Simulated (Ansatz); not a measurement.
# Decaying states in the gap of KLi4Cl5, part 2 of 3

Wanted: the relaxed cell of KLi4Cl5, its band edges and its decay constants. It is built by putting Li for Na in the KNa4Cl5 structure of space group C2/m, with the volume rescaled by atomic radii. The parent structure comes from the Materials Project.

Ansatz 0.2.0; r2SCAN DFT, plane waves, PAW files (the session's first sound run).

So far. Step 2 (Relaxing the new crystal): The largest force component on a free atom ends at 0.013 eV/Å.

The structure was built from a prototype and need not be the compound's stable phase.

## (3) The bulk crystal and its band edges

The energy window and the wavevectors of the next steps follow from the band edges, so these are searched first, off the mesh as well.

Input file input.yaml:

```yaml
crystal:
  lattice:
    - [6.0901379348, -1.8419994461, -0.0068217785]
    - [6.0901379348, 1.8419994461, -0.0068217785]
    - [-4.4661047748, 0.0, 9.0292840193]
  atoms:
    - { symbol: K, position: [0.0, 0.0, 0.0] }
    - { symbol: Li, position: [0.6007778978, 0.6007778978, 0.4033696708] }
    - { symbol: Li, position: [0.1698532999, 0.1698532999, 0.7388248305] }
    - { symbol: Li, position: [0.8301467001, 0.8301467001, 0.2611751695] }
    - { symbol: Li, position: [0.3992221022, 0.3992221022, 0.5966303292] }
    - { symbol: Cl, position: [0.2074486749, 0.2074486749, 0.3264624795] }
    - { symbol: Cl, position: [0.7925513251, 0.7925513251, 0.6735375205] }
    - { symbol: Cl, position: [0.3998449838, 0.3998449838, 0.15805422] }
    - { symbol: Cl, position: [0.0, 0.0, 0.5] }
    - { symbol: Cl, position: [0.6001550162, 0.6001550162, 0.84194578] }
kpoints:
  mp_grid: { grid: [6, 6, 4] }
  band_path: { path: [VBM, CBM], npoints: 30 }
scf:
  occupations: { method: fixed }
hamiltonian:
  xc: r2scan
output:
  eigenvalues: true
  write_potential: true
  write_density: true
  volumetric_format: npy
  elf: true
```

Launch:

```
$ ansatz run input.yaml --threads 2 --pin off --max-ram 4096MiB --backend cpu --events-out ev --progress --plain --runs-dir out
```

Numbers of over 12 decimals in the logs are rounded to 6 here.

Output:

```text
[...]
Crystal: 10 atoms, lattice volume = 202.469 Å³
Basis set: ecut = 500 eV, 5157 PW (Γ), exchange–correlation on 192×192×300 points (64 copies of the dense FFT grid, shifted against one another)
Bands: 38, of which v1, the nominal top of the filled ones, is band 28 counted from 1 (27 counted from 0)
Symmetry: 4 space group operations
[...]
k-points: 47 of 144
[...]
SCF iter   1: F=—  HF=-7801.115910 eV  |F-HF|=—  |Δ(HF+E_count)|=         —  Δρ=4.19e-3  dr2=1.77e-2  dr2_τ=1.06e-2  ethr=1.77e-3  ⟨swp⟩=5.2  Hψ=6985  notcnv=0  defer=364
[...]
SCF iter   6: F=-7801.221493 eV  HF=-7801.221493 eV  |F-HF|=1.93e-9  |Δ(HF+E_count)|=   2.12e-7  Δρ=2.24e-6  dr2=1.31e-8  dr2_τ=1.84e-9  ethr=1.79e-10  ⟨swp⟩=16.9  Hψ=10189  notcnv=0
SCF 1 converged in 6 iterations: F = -7801.221493 eV  dr2 = 1.31e-8
[...]
NSCF: frozen V_eff on 68 k-points
[...]
SCF converged after 6 iterations
Free energy (F): -7801.221493 eV
[...]
Internal energy: -7801.221493 eV  (E = F + TS)
E sigma→0 (E₀):  -7801.221493 eV
Fermi energy:    0.908020 eV
[...]
--- Band table (eV; the first three rows and the last of 47) ---
  k-point 0: bands = [... 24 lower, 0.6610, 0.8125, 0.8905, 0.9080, 7.0531, 8.6878, 8.7845, 9.3732, ... 6 higher]
  k-point 1: bands = [... 24 lower, 0.6680, 0.6999, 0.8547, 0.8701, 7.2482, 8.2933, 8.8739, 9.2656, ... 6 higher]
  k-point 2: bands = [... 24 lower, 0.7233, 0.7569, 0.7690, 0.8008, 7.5505, 7.9594, 8.9567, 9.0257, ... 6 higher]
  k-point 46: bands = [... 24 lower, 0.6455, 0.7806, 0.8340, 0.8776, 7.8076, 8.4784, 8.7483, 9.1799, ... 6 higher]
```

The job ended after 61 s (2 threads of Arm Neoverse V2, shared host; peak memory 1.2 GiB; 2 min of CPU time).

This step gave:

```
Fermi energy        : 0.9080 eV
gap on the k-mesh   : 6.145 eV
gap on path         : 6.145 eV, by band count; negative where bands overlap
direct gap on path  : 6.145 eV
edge places on path : 0, 0 1/A along the path
```

Levels at VBM (eV): -2.50, -2.12, -1.96, -1.74, -1.26, -1.12, -0.71, -0.55, -0.54, -0.42, -0.30, -0.25, -0.10, -0.02, 0.00, 6.14, 7.78, 7.88.

ELF in the ac plane of the cell as run, not the conventional one, at fractional y = 0.000, with atoms of K and Cl within 0.2 Å of it. It is the smooth field of the valence electrons, not physical close to the nuclei.

Values, 13 rows by 16 columns, each cell a mean:
```
0.81 0.75 0.34 0.05 0.17 0.32 0.27 0.11 0.03 0.01 0.01 0.01 0.15 0.71 0.87 0.82
0.25 0.06 0.07 0.28 0.52 0.59 0.49 0.22 0.04 0.03 0.08 0.07 0.05 0.20 0.38 0.40
0.01 0.03 0.12 0.26 0.25 0.14 0.06 0.04 0.23 0.53 0.68 0.68 0.56 0.31 0.07 0.01
0.02 0.03 0.04 0.02 0.05 0.08 0.03 0.39 0.77 0.85 0.87 0.87 0.81 0.56 0.11 0.02
0.47 0.56 0.53 0.31 0.09 0.03 0.25 0.71 0.84 0.86 0.86 0.82 0.59 0.19 0.09 0.29
0.78 0.83 0.86 0.75 0.27 0.03 0.16 0.44 0.56 0.57 0.49 0.27 0.10 0.33 0.70 0.82
0.46 0.80 0.84 0.56 0.11 0.04 0.09 0.11 0.11 0.07 0.03 0.05 0.42 0.80 0.85 0.60
0.81 0.69 0.36 0.11 0.29 0.58 0.71 0.72 0.66 0.42 0.08 0.08 0.52 0.81 0.86 0.83
0.21 0.07 0.12 0.53 0.81 0.87 0.87 0.86 0.80 0.47 0.05 0.03 0.08 0.25 0.37 0.33
0.01 0.04 0.33 0.72 0.84 0.86 0.85 0.78 0.50 0.07 0.04 0.09 0.03 0.05 0.04 0.02
0.01 0.03 0.10 0.28 0.46 0.55 0.46 0.23 0.05 0.09 0.21 0.34 0.38 0.22 0.06 0.02
0.56 0.62 0.50 0.19 0.03 0.02 0.02 0.02 0.11 0.39 0.56 0.54 0.35 0.10 0.08 0.33
0.72 0.85 0.83 0.38 0.02 0.02 0.02 0.01 0.03 0.12 0.21 0.16 0.05 0.27 0.74 0.82
```
Columns run along a (6.4 Å), rows up along c (10.1 Å). Atoms in or near the plane, at fractional coordinates: K at (0.00, 0.00), Cl at (0.00, 0.50).

Valence density in the ac plane of the cell as run, not the conventional one, at fractional y = 0.000, with atoms of K and Cl within 0.2 Å of it. It is the smooth field of the valence electrons, not physical close to the nuclei.

Ten steps, logarithmic in the rise over the least value, from '0' (0.0 e/Å³) to '9' (4.1 e/Å³), each cell a mean:
```
986211110000003689
753112211000003578
321122221000012344
111222211001112211
001222211123332210
001123311245554210
001124312466664210
112222123577753200
344321124566542112
666431123454321235
787531112222112367
477521011111013577
776311112211124677
764212333321124677
431124555431123455
111235676531112232
001356776421231111
001356664312431110
001244432112222110
011222211012222210
233211000012222111
665410000012221124
997510000011111258
997410000000002589
```
Columns run along a (6.4 Å), rows up along c (10.1 Å). Atoms in or near the plane, at fractional coordinates: K at (0.00, 0.00), Cl at (0.00, 0.50).

Electrostatic potential energy in the ac plane of the cell as run, not the conventional one, at fractional y = 0.000, with atoms of K and Cl within 0.2 Å of it. With pseudopotentials it is smooth inside the atoms' cores, unlike the true potential.

Ten even steps from '_' (-37 eV) to '@' (8 eV), each cell a mean:
```
__::**%%@@@@@@@@@@@@@@@@@@@@%%**..__
==##%%@@@@@@@@@@@@@@@@@@@@@@%%**--::
%%@@@@@@@@@@@@@@@@@@@@@@@@@@@@%%####
@@@@@@@@@@@@@@@@@@@@@@@@@@@@@@@@@@@@
@@@@@@@@@@%%%%%%@@@@@@@@@@@@@@@@@@@@
@@@@@@@@%%####%%@@@@@@%%%%%%@@@@@@@@
@@@@@@%%##****%%@@@@##++++%%@@@@@@@@
@@@@@@%%%%##%%@@@@%%++==++%%@@@@@@@@
@@@@@@@@@@@@@@@@@@%%****%%@@@@@@@@@@
****##%%@@@@@@@@@@@@@@@@@@@@@@@@@@%%
____==%%@@@@@@@@@@@@@@@@@@@@@@@@##--
____==%%@@@@@@@@@@@@@@@@@@@@@@%%--__
__::##@@@@@@@@@@@@@@@@@@@@@@@@**..__
==##@@@@@@@@@@@@@@@@@@@@@@@@@@##==::
@@@@@@@@@@@@%%%%%%@@@@@@@@@@@@%%%%%%
@@@@@@@@@@%%**++##%%@@@@%%%%%%@@@@@@
@@@@@@@@@@**==++##@@@@%%##**%%@@@@@@
@@@@@@@@@@####%%@@@@%%##****%%@@@@@@
@@@@@@@@@@@@@@@@@@@@%%%%##%%@@@@@@@@
@@@@@@@@@@@@@@@@@@@@@@@@@@@@@@@@@@@@
@@%%%%@@@@@@@@@@@@@@@@@@@@@@@@@@@@@@
**++**%%@@@@@@@@@@@@@@@@@@@@@@@@@@%%
____--##@@@@@@@@@@@@@@@@@@@@@@%%##--
____--##@@@@@@@@@@@@@@@@@@@@@@##--__
```
Columns run along a (6.4 Å; values clipped at the 3rd and 97th percentile), rows up along c (10.1 Å). Atoms in or near the plane, at fractional coordinates: K at (0.00, 0.00), Cl at (0.00, 0.50).

The searched edges give 6.15 eV, as on the mesh.

## (4) Complex bands

This step: r2SCAN DFT, plane waves, PAW files; complex bands by layer matching along the plane's normal (Ansatz 0.2.0).

The same crystal is laid in a cell whose first two vectors span the (001) plane (indices of the standard conventional cell, whose axes can be ordered otherwise than in the bulk input). At fixed energy and wavevector in the plane the solver finds all kz, real and complex. A few wavevectors are listed, (0, 0) and (0.5, 0) in units of the plane's reciprocal vectors; the slowest state needn't be among them.

Input file input.yaml:

```yaml
crystal:
  lattice:
    - [3.683998892, 0.0, 0.0]
    - [1.841999446, 6.090141755, 0.0]
    - [1.841999446, 1.613925769, 9.024275716]
  atoms:
    - { symbol: K, position: [0.0, 0.0, 0.0] }
    - { symbol: Li, position: [0.3992221022, 0.7981861248, 0.4033696708] }
    - { symbol: Li, position: [0.8301467001, 0.6008817693, 0.7388248305] }
    - { symbol: Li, position: [0.1698532999, 0.3991182307, 0.2611751695] }
    - { symbol: Li, position: [0.6007778978, 0.2018138752, 0.5966303292] }
    - { symbol: Cl, position: [0.7925513251, 0.0884348703, 0.3264624795] }
    - { symbol: Cl, position: [0.2074486749, 0.9115651297, 0.6735375205] }
    - { symbol: Cl, position: [0.6001550162, 0.6416357476, 0.15805422] }
    - { symbol: Cl, position: [0.0, 0.5, 0.5] }
    - { symbol: Cl, position: [0.3998449838, 0.3583642524, 0.84194578] }
kpoints:
  mp_grid: { grid: [8, 8, 8] }
scf:
  occupations: { method: fixed }
hamiltonian:
  xc: r2scan
output:
  eigenvalues: true
  transmission:
    leads: [[0, 0]]
    kpoints: [[0.0, 0.0], [0.5, 0.0]]
    e_range: [-1.0, 7.15]
    de: 0.14
```

Output:

```text
[...]
Crystal: 10 atoms, lattice volume = 202.469 Å³
Basis set: ecut = 500 eV, 5157 PW (Γ), exchange–correlation on 108×192×288 points (64 copies of the dense FFT grid, shifted against one another)
Bands: 38, of which v1, the nominal top of the filled ones, is band 28 counted from 1 (27 counted from 0)
Symmetry: 4 space group operations
[...]
k-points: 150 of 512
[...]
SCF iter   1: F=—  HF=-7801.115661 eV  |F-HF|=—  |Δ(HF+E_count)|=         —  Δρ=4.19e-3  dr2=1.77e-2  dr2_τ=1.06e-2  ethr=1.77e-3  ⟨swp⟩=5.2  Hψ=22386  notcnv=0  defer=1164
[...]
SCF iter   6: F=-7801.221559 eV  HF=-7801.221559 eV  |F-HF|=1.48e-9  |Δ(HF+E_count)|=   2.07e-7  Δρ=2.27e-6  dr2=1.35e-8  dr2_τ=1.89e-9  ethr=1.79e-10  ⟨swp⟩=17.2  Hψ=32844  notcnv=0
SCF 1 converged in 6 iterations: F = -7801.221559 eV  dr2 = 1.35e-8
[...]
transmission: 13 of 26 steps passed
transmission: 26 of 26 steps passed
SCF converged after 6 iterations
Free energy (F): -7801.221559 eV
[...]
Internal energy: -7801.221559 eV  (E = F + TS)
E sigma→0 (E₀):  -7801.221559 eV
Fermi energy:    0.907996 eV
[...]
--- Band table (eV; the first three rows and the last of 150) ---
  k-point 0: bands = [... 24 lower, 0.6610, 0.8125, 0.8905, 0.9080, 7.0530, 8.6878, 8.7845, 9.3732, ... 6 higher]
  k-point 1: bands = [... 24 lower, 0.6610, 0.7778, 0.8813, 0.8979, 7.1054, 8.5331, 8.8322, 9.3720, ... 6 higher]
  k-point 2: bands = [... 24 lower, 0.6680, 0.6999, 0.8547, 0.8701, 7.2482, 8.2933, 8.8739, 9.2656, ... 6 higher]
  k-point 149: bands = [... 24 lower, 0.3234, 0.4252, 0.4697, 0.7467, 8.2837, 8.7260, 9.5067, 9.5745, ... 6 higher]
--- Transmission ---
  basis      : 229 plane waves across, 13 finite elements along
  points     : 2, as listed
  energies   : 59 from -1.000000 to 7.120000 eV about the Fermi level, 0.140000 eV apart; the leads are filled to 3.072525 eV, and channels, transmission and decay are at 3.060000 eV
  crystal 0  : Cl5K1Li4, at the sites [0, 0], period 9.0243 Å: whole cells are its period
    offset         : up to 0.0000 Å between an atom of the period and one for which it stands
    channels       : 0.000000e0 a spin
    conductance    : none, the energies end too early or step too widely for 300 K: set another output.transmission.e_range or a lower de, or, where they end at an eighth of basis.ecutwfc, a higher one
    slowest decay  : 0.4405 /Å at (0.0000, 0.0000)
```

Wall time 99 s (2 threads); peak memory 1.5 GiB.

Numbers from this step:

* free energy: -7801.2216 eV
* level to which the leads are filled: 3.073 eV from the Fermi level
* decay constant at the filling level, zone centre: 0.4405 Å⁻¹
* decay constant at the filling level, slowest listed point: 0.4405 Å⁻¹

K parallel (0, 0); values up to 1.5 1/Å, a degenerate pair printed once or twice; energies at which all values exceed this have no row. The Im kz of the slowest decaying states by energy, zero at the highest filled level on the SCF mesh:

```
energy (eV)  decay 1 (Å⁻¹)  decay 2 (Å⁻¹)  decay 3 (Å⁻¹)  decay 4 (Å⁻¹)
      -1.00          0.292          0.514          0.786          0.838
      -0.58         0.0410          0.253          0.408          0.585
      -0.16         0.0524          0.493          0.611              -
      -0.02          0.125          0.586          0.623          0.651
       0.26          0.239          0.425          0.459          0.613
       0.68          0.326          0.600          0.628          0.638
       0.96          0.362          0.656          0.667          0.669
       1.38          0.399          0.689          0.694          0.739
       1.80          0.423          0.664          0.713          0.753
       2.22          0.436          0.638          0.731          0.791
       2.64          0.442          0.621          0.743          0.806
       3.06          0.441          0.605          0.750          0.810
       3.48          0.433          0.587          0.753          0.807
       3.90          0.418          0.567          0.750          0.799
       4.32          0.396          0.543          0.743          0.785
       4.74          0.365          0.515          0.731          0.768
       5.16          0.321          0.483          0.714          0.746
       5.44          0.282          0.459          0.698          0.729
       5.86          0.190          0.417          0.670          0.701
       6.28          0.367          0.632          0.667          0.810
       6.70         0.0499          0.308          0.582          0.629
       7.12          0.253          0.514          0.583          0.766
```

K parallel (0.5, 0); values up to 1.5 1/Å, a degenerate pair printed once or twice; energies at which all values exceed this have no row. Table of Im kz of the slowest decaying states by energy, zero at the highest filled level on the SCF mesh:

```
energy (eV)  decay 1 (Å⁻¹)  decay 2 (Å⁻¹)  decay 3 (Å⁻¹)  decay 4 (Å⁻¹)
     -1.000          0.221          0.267          0.568           1.38
     -0.440          0.270          0.365          0.545           1.39
     -0.020          0.350          0.366          0.435          0.646
      0.540          0.483          0.489          0.560          0.817
      0.960          0.532          0.540          0.589          0.893
      1.520          0.572          0.585          0.611          0.951
      1.940          0.590          0.601          0.625          0.976
      2.500          0.603          0.604          0.645          0.994
      3.060          0.596          0.607          0.659           1.00
      3.480          0.585          0.604          0.665           1.01
      4.040          0.565          0.594          0.666           1.01
      4.460          0.545          0.583          0.662          0.929
      5.020          0.511          0.563          0.646          0.822
      5.440          0.480          0.545          0.626          0.741
      6.000          0.427          0.525          0.587          0.612
      6.560          0.352          0.393          0.530          0.537
      6.980          0.255          0.304          0.473          0.493
```

At the listed wavevectors the last open channel is at -0.02 eV and the next at +6.28 eV on the grid. At +3.06 eV, the grid energy nearest the filling level (the middle of the gap on the SCF mesh), the slowest state at the listed wavevectors decays with κ = 0.441 Å⁻¹, its amplitude falling by e over 2.3 Å. Through 1 nm of this crystal that state's transmission falls by exp(−2 × 0.441 Å⁻¹ × 10 Å) = 1.5e-4.

## (5) Decay over the two-dimensional zone

The listed points could miss the slowest state, so one energy near mid-gap is solved on a mesh of 12×8.

Changes to input.yaml since step 4:

```diff
@@ -24,6 +24,2 @@
   eigenvalues: true
-  transmission:
-    leads: [[0, 0]]
-    kpoints: [[0.0, 0.0], [0.5, 0.0]]
-    e_range: [-1.0, 7.15]
-    de: 0.14
+  transmission: { leads: [[0, 0]], kmesh: [12, 8], e_range: [3.07, 3.08], de: 0.05 }
```

Output:

```text
[...]
Crystal: 10 atoms, lattice volume = 202.469 Å³
Basis set: ecut = 500 eV, 5157 PW (Γ), exchange–correlation on 108×192×288 points (64 copies of the dense FFT grid, shifted against one another)
Bands: 38, of which v1, the nominal top of the filled ones, is band 28 counted from 1 (27 counted from 0)
Symmetry: 4 space group operations
[...]
k-points: 150 of 512
[...]
SCF iter   1: F=—  HF=-7801.115661 eV  |F-HF|=—  |Δ(HF+E_count)|=         —  Δρ=4.19e-3  dr2=1.77e-2  dr2_τ=1.06e-2  ethr=1.77e-3  ⟨swp⟩=5.2  Hψ=22386  notcnv=0  defer=1164
[...]
SCF iter   6: F=-7801.221559 eV  HF=-7801.221559 eV  |F-HF|=1.48e-9  |Δ(HF+E_count)|=   2.07e-7  Δρ=2.27e-6  dr2=1.35e-8  dr2_τ=1.89e-9  ethr=1.79e-10  ⟨swp⟩=17.2  Hψ=32844  notcnv=0
SCF 1 converged in 6 iterations: F = -7801.221559 eV  dr2 = 1.35e-8
[...]
transmission: 104 of 650 steps passed
transmission: 156 of 650 steps passed
[...]
transmission: 650 of 650 steps passed
SCF converged after 6 iterations
Free energy (F): -7801.221559 eV
[...]
Internal energy: -7801.221559 eV  (E = F + TS)
E sigma→0 (E₀):  -7801.221559 eV
Fermi energy:    0.907996 eV
[...]
--- Band table (eV; the first three rows and the last of 150) ---
  k-point 0: bands = [... 24 lower, 0.6610, 0.8125, 0.8905, 0.9080, 7.0530, 8.6878, 8.7845, 9.3732, ... 6 higher]
  k-point 1: bands = [... 24 lower, 0.6610, 0.7778, 0.8813, 0.8979, 7.1054, 8.5331, 8.8322, 9.3720, ... 6 higher]
  k-point 2: bands = [... 24 lower, 0.6680, 0.6999, 0.8547, 0.8701, 7.2482, 8.2933, 8.8739, 9.2656, ... 6 higher]
  k-point 149: bands = [... 24 lower, 0.3234, 0.4252, 0.4697, 0.7467, 8.2837, 8.7260, 9.5067, 9.5745, ... 6 higher]
--- Transmission ---
  basis      : 229 plane waves across, 13 finite elements along
  points     : 50, standing for a mesh of 12 x 8
  energies   : 1 from 3.070000 to 3.070000 eV about the Fermi level; the leads are filled to 3.072525 eV, and channels, transmission and decay are at 3.070000 eV
  crystal 0  : Cl5K1Li4, at the sites [0, 0], period 9.0243 Å: whole cells are its period
[...]
channels       : 0.000000e0 a spin
    conductance    : none, crystal 0 has no channel at the energies, or these end too early or step too widely for 300 K: set another output.transmission.e_range or a lower de, or, where they end at an eighth of basis.ecutwfc, a higher one
    slowest decay  : 0.4404 /Å at (0.0000, 0.0000)
```

Run time: 2.9 min. Hardware: 2 threads; peak memory 1.5 GiB; 5.7 min of CPU time.

This step gave:

* least decay constant on the mesh: 0.4404 Å⁻¹

Slowest decay constant (1/Å; 0 where a channel is open) over k1 and k2. At 3.0700 eV from the Fermi level.

Ten even steps from '_' (0.440) to '@' (0.629):
```
%%##@@@@@@==--==%%%%**##
%%##@@@@%%--::--@@%%**%%
%%####%%@@::__..**%%**##
%%****%%##..__..##%%****
%%##**%%**..__::@@%%####
%%%%**%%@@--::--%%@@@@##
%%##**%%%%==--==@@@@@@##
%%**%%@@@@++==++@@@@%%**
```
Columns: k1 (b1) from -0.5 to 0.417; rows upwards: k2 (b2) from -0.5 to 0.375.

The least value on the mesh is 0.440 Å⁻¹ at +3.07 eV. At that energy the listed points give about 0.440 Å⁻¹ by interpolation, so the mesh holds no clearly slower state.

(Part 2 of 3 ends here.)

[Logs are printed without paths, hosts, clocks, repeated set-up lines and the standing remarks that a program may print on its own settings, such as how far it seeks lower states.]

[Hosts, paths, dates, database ids (printed as entryN), source tags and the programs' standing remarks are cut or masked in the printed files.]
